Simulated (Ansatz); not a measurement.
# Phonon transport in KTaO3 (Pm-3m), part 3 of 3

How well does the lattice of KTaO3 conduct heat?

What experiment has found for this phase:
- thermal conductivity 17 W/m/K near room temperature (given in “Glass-like thermal conductivity and narrow insulating gap of EuTiO3”, 2023, arxiv:2307.02058)

Ansatz 0.2.0; DFT r2SCAN, scalar-relativistic, plane waves, PAW; PAW set soft_1.

So far, gap on the k-mesh (eV): step 2 (a first coarse run) 2.63; step 3 (relaxing cell and atoms, k-mesh 6×6×6, smearing width 0.02 eV) 2.64; step 4 (relaxing cell and atoms, k-mesh 6×6×6, occupations fixed) 2.64. The relaxed cell has a = 3.989 Å (conventional setting).

## Step 6: Third-order constants and the Boltzmann equation (continued)

300 K; a sample spread over frequency. Mode lifetimes, by row, the first 40 of 90 rows:

| q1 | q2 | q3 | branch | frequency (THz) | rms speed (km/s) | three-phonon rate (1/ps) | isotope rate (1/ps) | lifetime (ps) | mean free path (nm) |
| --- | --- | --- | --- | --- | --- | --- | --- | --- | --- |
| 0 | 0 | 0.0769 | 1 | 0.406 | 1.36 | 0.273 | 3.70e-9 | 3.66 | 4.99 |
| 0 | 0 | 0.3077 | 1 | 1.139 | 0.96 | 0.531 | 1.36e-7 | 1.88 | 1.81 |
| 0 | 0.2308 | 0.3846 | 1 | 1.363 | 0.39 | 0.48 | 8.06e-8 | 2.08 | 0.82 |
| 0 | 0 | 0.0769 | 5 | 1.526 | 6.74 | 2.47 | 2.72e-6 | 0.405 | 2.73 |
| 0.0769 | 0.2308 | 0.3077 | 1 | 2.073 | 6.35 | 0.834 | 1.62e-6 | 1.2 | 7.61 |
| 0.0769 | 0.3077 | 0.4615 | 1 | 2.225 | 6.66 | 0.709 | 5.02e-7 | 1.41 | 9.39 |
| 0.1538 | 0.1538 | 0.2308 | 1 | 2.77 | 4.11 | 1.14 | 2.38e-5 | 0.879 | 3.62 |
| 0.0769 | 0.0769 | 0.1538 | 3 | 3.237 | 6.03 | 3.13 | 5.55e-5 | 0.32 | 1.93 |
| 0.1538 | 0.3077 | 0.3846 | 1 | 3.515 | 6.56 | 1.1 | 4.30e-5 | 0.911 | 5.98 |
| 0.1538 | 0.2308 | 0.3077 | 2 | 3.812 | 3.02 | 0.664 | 3.76e-4 | 1.5 | 4.55 |
| 0 | 0.0769 | 0.2308 | 4 | 4.155 | 4.99 | 1.77 | 4.99e-4 | 0.566 | 2.82 |
| 0.1538 | 0.3077 | 0.3846 | 2 | 4.412 | 1.85 | 0.462 | 0.00185 | 2.16 | 3.99 |
| 0 | 0.1538 | 0.2308 | 4 | 4.593 | 3.7 | 1.62 | 0.00377 | 0.614 | 2.28 |
| 0 | 0.4615 | 0.4615 | 2 | 4.692 | 0.73 | 0.287 | 0.0117 | 3.34 | 2.44 |
| 0.2308 | 0.3077 | 0.3077 | 3 | 4.741 | 0.55 | 0.476 | 0.0213 | 2.01 | 1.1 |
| 0 | 0.0769 | 0.3077 | 4 | 4.796 | 2.29 | 1.74 | 0.02 | 0.569 | 1.3 |
| 0.3846 | 0.4615 | 0.4615 | 1 | 4.827 | 1.25 | 0.39 | 8.88e-4 | 2.56 | 3.21 |
| 0.2308 | 0.4615 | 0.4615 | 1 | 4.879 | 0.16 | 0.35 | 0.0058 | 2.81 | 0.436 |
| 0.0769 | 0.0769 | 0.4615 | 3 | 4.958 | 0.95 | 0.306 | 0.012 | 3.15 | 2.98 |
| 0.0769 | 0.0769 | 0.3846 | 4 | 5.052 | 1.23 | 0.885 | 0.0107 | 1.12 | 1.37 |
| 0.3077 | 0.3846 | 0.4615 | 2 | 5.118 | 1.3 | 0.315 | 0.0217 | 2.97 | 3.85 |
| 0.3846 | 0.3846 | 0.4615 | 2 | 5.153 | 1.84 | 0.394 | 0.00189 | 2.53 | 4.64 |
| 0.1538 | 0.1538 | 0.1538 | 6 | 5.186 | 0.49 | 0.421 | 0.0361 | 2.19 | 1.07 |
| 0.1538 | 0.2308 | 0.4615 | 4 | 5.266 | 0.59 | 0.242 | 0.0265 | 3.73 | 2.18 |
| 0.1538 | 0.2308 | 0.3846 | 4 | 5.362 | 1.15 | 0.434 | 0.0194 | 2.21 | 2.53 |
| 0.3077 | 0.4615 | 0.4615 | 4 | 5.454 | 0.53 | 0.18 | 0.0222 | 4.94 | 2.62 |
| 0.2308 | 0.2308 | 0.3846 | 4 | 5.545 | 1.64 | 0.625 | 0.0208 | 1.55 | 2.54 |
| 0 | 0 | 0.3846 | 7 | 5.629 | 0.37 | 1.34 | 0.005 | 0.745 | 0.274 |
| 0 | 0 | 0.1538 | 8 | 5.739 | 0.03 | 0.401 | 0.00945 | 2.44 | 0.0826 |
| 0 | 0.0769 | 0.2308 | 7 | 5.79 | 0.75 | 0.804 | 0.0118 | 1.23 | 0.922 |
| 0 | 0.0769 | 0.3846 | 6 | 5.846 | 2.42 | 1.59 | 0.00388 | 0.626 | 1.51 |
| 0.0769 | 0.0769 | 0.3846 | 6 | 5.918 | 2.16 | 2.45 | 0.00331 | 0.408 | 0.881 |
| 0 | 0.0769 | 0.2308 | 8 | 6.023 | 1.53 | 1.59 | 0.011 | 0.626 | 0.96 |
| 0 | 0.1538 | 0.1538 | 8 | 6.117 | 1.59 | 2.64 | 0.0121 | 0.377 | 0.602 |
| 0.1538 | 0.1538 | 0.4615 | 5 | 6.191 | 1.22 | 1.26 | 0.0181 | 0.782 | 0.955 |
| 0.0769 | 0.2308 | 0.4615 | 5 | 6.298 | 1.71 | 1.26 | 0.0104 | 0.786 | 1.34 |
| 0 | 0.2308 | 0.3077 | 6 | 6.396 | 0.97 | 0.985 | 0.00666 | 1.01 | 0.979 |
| 0.2308 | 0.3077 | 0.3846 | 6 | 6.477 | 2.19 | 0.569 | 0.00364 | 1.75 | 3.83 |
| 0 | 0.2308 | 0.4615 | 6 | 6.561 | 1.37 | 0.381 | 0.00642 | 2.58 | 3.55 |
| 0 | 0.2308 | 0.2308 | 7 | 6.622 | 4.66 | 1.78 | 0.00269 | 0.562 | 2.62 |

Without the LO-TO term. Gamma linewidths, by row:

| branch | frequency (cm⁻¹) | three-phonon rate (1/ps) | isotope rate (1/ps) | FWHM (cm⁻¹) |
| --- | --- | --- | --- | --- |
| 4 | 19 | 2.63 | 1.22e-8 | 13.9 |
| 5 | 19 | 2.63 | 1.22e-8 | 13.9 |
| 6 | 19 | 2.63 | 1.22e-8 | 13.9 |
| 7 | 191.5 | 0.206 | 0.0106 | 1.15 |
| 8 | 191.5 | 0.206 | 0.0106 | 1.15 |
| 9 | 191.5 | 0.206 | 0.0106 | 1.15 |
| 10 | 271.9 | 0.377 | 0.00266 | 2.01 |
| 11 | 271.9 | 0.377 | 0.00266 | 2.01 |
| 12 | 271.9 | 0.377 | 0.00266 | 2.01 |
| 13 | 532.1 | 1 | 0.0159 | 5.4 |
| 14 | 532.1 | 1 | 0.0159 | 5.4 |
| 15 | 532.1 | 1 | 0.0159 | 5.4 |

W/m/K, third of the trace; RTA populations with a boundary rate v/L added to each mode (Matthiessen's rule). Kappa by grain size, by row:

| T (K) | bulk | 10 nm | 30 nm | 100 nm | 300 nm | 1000 nm | 10000 nm | 100000 nm |
| --- | --- | --- | --- | --- | --- | --- | --- | --- |
| 100 | 13.87 | 5.17 | 8.576 | 11.57 | 12.99 | 13.59 | 13.84 | 13.87 |
| 300 | 6.693 | 4.73 | 5.841 | 6.405 | 6.594 | 6.663 | 6.69 | 6.693 |
| 600 | 3.712 | 3.08 | 3.467 | 3.634 | 3.685 | 3.704 | 3.711 | 3.712 |

W/m/K, third of the trace; RTA populations with the isotope rates scaled. Kappa by mass disorder, by row:

| T (K) | no isotopes | as typed | variance x 3 | variance x 10 | variance x 30 |
| --- | --- | --- | --- | --- | --- |
| 100 | 14.1 | 13.87 | 13.54 | 12.8 | 11.74 |
| 300 | 6.729 | 6.693 | 6.628 | 6.439 | 6.063 |
| 600 | 3.724 | 3.712 | 3.688 | 3.614 | 3.455 |

At 300 K the relaxation-time value is 7.28 W/(m K).

## Step 7: Results

```yaml
highest_frequency: 947.7 cm⁻¹
debye_temperature_from_the_second_moment: 702 K
kappa_at_300_k_relaxation_time: 7.28 W/m/K
kappa_at_300_k_full_solution: 9.696 W/m/K
mean_free_path_at_half_of_kappa: 3.94 nm
share_of_kappa_above_the_three_lowest_branches: 0.576
```

The lattice of KTaO3 conducts 9.70 W/(m K) at 300 K by r2SCAN (mean over directions). The full solution lies +33 % from the relaxation-time value at 300 K, a sign that momentum-conserving scattering matters. Above 300 K the relaxation-time κ falls as T^-0.72; the coherence part, which does not fall like the populations, is one cause of the flatter curve. Grains of 100 nm would keep 96 % of the bulk value at 300 K, and grains of 1 µm 100 %. Removing the natural isotope disorder raises κ at 300 K by 1 %. A measured thermal conductivity near room temperature is 17 W/m/K (arxiv:2307.02058); the calculated 9.70 W/m/K differs by -43 %. Missing scattering can't explain a value that is too low; the supercell, the cutoff, the meshes, the functional and the use of 0 K frequencies can. The sum rules changed one orbit of cubic constants by up to 23 %; by the manual a large change points to a short cutoff or, on a small and distant orbit, to noisy forces. The conductivities include the coherence part between close branches; the shares for grains, isotopes, branches and paths are of the relaxation-time populations alone. Cubic couplings among atoms farther apart than the pair cutoff are dropped, and neither the cutoff nor the q-mesh was shown to be converged here. The PAW files were made for PBE and are used here under another functional, for which the program regenerates the frozen cores.

[Logs are printed without paths, hosts, clocks, repeated set-up lines and the standing remarks that a program may print on its own settings, such as how far it seeks lower states.]

[Hosts, paths, dates, database ids (printed as entryN), source tags and the programs' standing remarks are cut or masked in the printed files.]

[A step with changed settings may run another functional than the one named; its input shows which.]

[Pressures of single members of a volume series are the stress at the run's cutoff; with an incomplete basis they can lie off −dE/dV of the same runs, and they are not shown converged.]
